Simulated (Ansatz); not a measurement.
**Moving the knobs of a GW run on NaF (Villiaumite)**

Aim: change settings of a G0W0 run on NaF (Villiaumite) and see what moves.

Program: Ansatz 0.2.0. Level of theory: G0W0 on PBE, plane waves, PAW; PAW set soft_1. Results are calculated unless marked as measured.

Report form: the programs' logs are mostly left out.

The database entry behind the starting cell differs from later determinations by our own check (0.1 to 0.3 % short, probably kX units), so it need not match the best structure at ambient conditions.

**1. Starting point**

It takes space group Fm-3m (No. 225, cubic). The conventional cell has a = 4.620 Å, b = 4.620 Å, c = 4.620 Å, α = 90.00°, β = 90.00°, γ = 90.00°. Nearest to Na lie 6 F at 2.31 Å. F has 6 Na at 2.31 Å nearest. Farther neighbours and most contacts between anions are not listed.

The cell and positions come from the Crystallography Open Database and are kept as given unless a step says otherwise.

**2. The base run: 4×4×4 mesh, 73 empty bands, screening to 120 eV, PAW set soft_1 files**

Now the one-shot GW correction: screening in the RPA, then the self-energy of the levels asked for. This step takes PAW set soft_1 files.

Contents of input.yaml:

```yaml
crystal:
  lattice:
    - [0.0, 2.31, 2.31]
    - [2.31, 0.0, 2.31]
    - [2.31, 2.31, 0.0]
  atoms:
    - { symbol: Na, position: [0.0, 0.0, 0.0] }
    - { symbol: F, position: [0.5, 0.5, 0.5] }
kpoints:
  mp_grid: { grid: [4, 4, 4] }
hamiltonian:
  xc: pbe
  pseudopotentials: { kind: paw, azcp: { folder: soft_1 } }
scf:
  occupations: { method: fixed }
gw:
  n_empty_bands: 73
  ecut_chi: 120
  qp_bands: [v2, c2]
  qp_kpoints: band_edges
  screening: { model: contour_deformation }
```

On the command line:

```bash
$ ansatz run input.yaml --threads 24 --pin off --max-ram 82944MiB --backend cuda --events-out ev --progress --plain --runs-dir out --devices 1 --max-vram 78GiB
```

It took 1.4 s on 1 × NVIDIA GB200 (shared by 2 runs) with 24 threads of Arm Neoverse V2, shared host; peak memory 1 GiB.

This step gave:

```yaml
bands_summed: 81
rpa_eps_infinity_on_this_mesh_eigenvalues: 1.813, 1.813, 1.813
plane_waves_in_the_screening_matrix: 65
q_points_in_the_mesh: 64
g0w0_gap_on_the_mesh: 10.44 eV
k_of_the_valence_top: 0, 0, 0
k_of_the_conduction_bottom: 0, 0, 0
starting_gap_on_the_mesh: 6.364 eV
z_at_the_valence_top: 0.8040
z_at_the_conduction_bottom: 0.8955
least_direct_g0w0_gap_on_the_computed_points: 10.44 eV
```

The gap on the mesh goes from 6.36 eV to 10.44 eV, a correction of +4.08 eV. Between the two edge states, bare exchange in place of the xc potential would open the gap by 12.19 eV, and correlation takes back 8.12 eV.

**3. Variant: guard bands**

Changes to input.yaml since step 2:

```diff
@@ -16,4 +16,4 @@
 gw:
-  n_empty_bands: 73
-  ecut_chi: 120
+  n_empty_bands: 40
+  ecut_chi: 80
   qp_bands: [v2, c2]
@@ -21 +21,2 @@
   screening: { model: contour_deformation }
+  n_guard_bands: 0
```

The job ended after 1.3 s (1 × NVIDIA GB200 (shared by 2 runs) with 24 threads; peak memory 1.1 GiB).

The G0W0 gap on the mesh is 10.419 eV.

Against the base:

```tsv
setting	base	variant
empty bands	73	40
screening cutoff (eV)	120	80
n guard bands	-	0
```

```tsv
quantity	variant	base
starting gap on the mesh	6.364	6.364
G0W0 gap on the mesh	10.419	10.440
least direct G0W0 gap on the computed points	10.419	10.440
Z at the valence top	0.808	0.804
Z at the conduction bottom	0.896	0.896
```

**4. Variant: fewer bands**

Changes to input.yaml since step 3:

```diff
@@ -16,4 +16,4 @@
 gw:
-  n_empty_bands: 40
-  ecut_chi: 80
+  n_empty_bands: 27
+  ecut_chi: 100
   qp_bands: [v2, c2]
@@ -21,2 +21 @@
   screening: { model: contour_deformation }
-  n_guard_bands: 0
```

The job ended after 1.5 s (1 × NVIDIA GB200 (shared by 2 runs) with 24 threads; peak memory 1.1 GiB).

Against the base:

```tsv
setting	base	variant
empty bands	73	27
screening cutoff (eV)	120	100
```

```tsv
quantity	variant	base
starting gap on the mesh	6.364	6.364
G0W0 gap on the mesh	10.428	10.440
least direct G0W0 gap on the computed points	10.428	10.440
Z at the valence top	0.805	0.804
Z at the conduction bottom	0.896	0.896
```

**5. Results**

```
base        : 10.44 eV, 1.4 s
guard bands : 10.42 eV, 1.3 s
fewer bands : 10.43 eV, 1.5 s
```

In words: Guard bands: the gap moves by −0.02 eV. The variant differs from the base in empty bands, screening cutoff and n guard bands together, so the change can't be laid to one of them. Fewer bands: the gap moves by −0.01 eV; such settings are too crude to quote. The variant differs from the base in empty bands and screening cutoff together, so the change can't be laid to one of them. All runs here use a coarse mesh and modest cutoffs; they test settings and are not final values. The 4×4×4 mesh is coarse for this cell (its supercell is 13 Å along the shortest edge). The RPA ε∞ on it, from the PBE start, is 1.81; such meshes misread the long-range screening, most where the gap is narrow.

[Paths, hosts, dates, memory and timing lines, banners, echoed tables and standing remarks are left out of the program output.]

[Logs are printed without paths, hosts, clocks, repeated set-up lines and the standing remarks that a program may print on its own settings, such as how far it seeks lower states.]

[Runs of the session that timed out or met a known fault of the program may be left out.]

[Cells called generated may have been cut or substituted from an entry of the Crystallography Open Database or the Materials Project.]

[Hosts, paths, dates, database ids (printed as entryN), source tags and the programs' standing remarks are cut or masked in the printed files.]
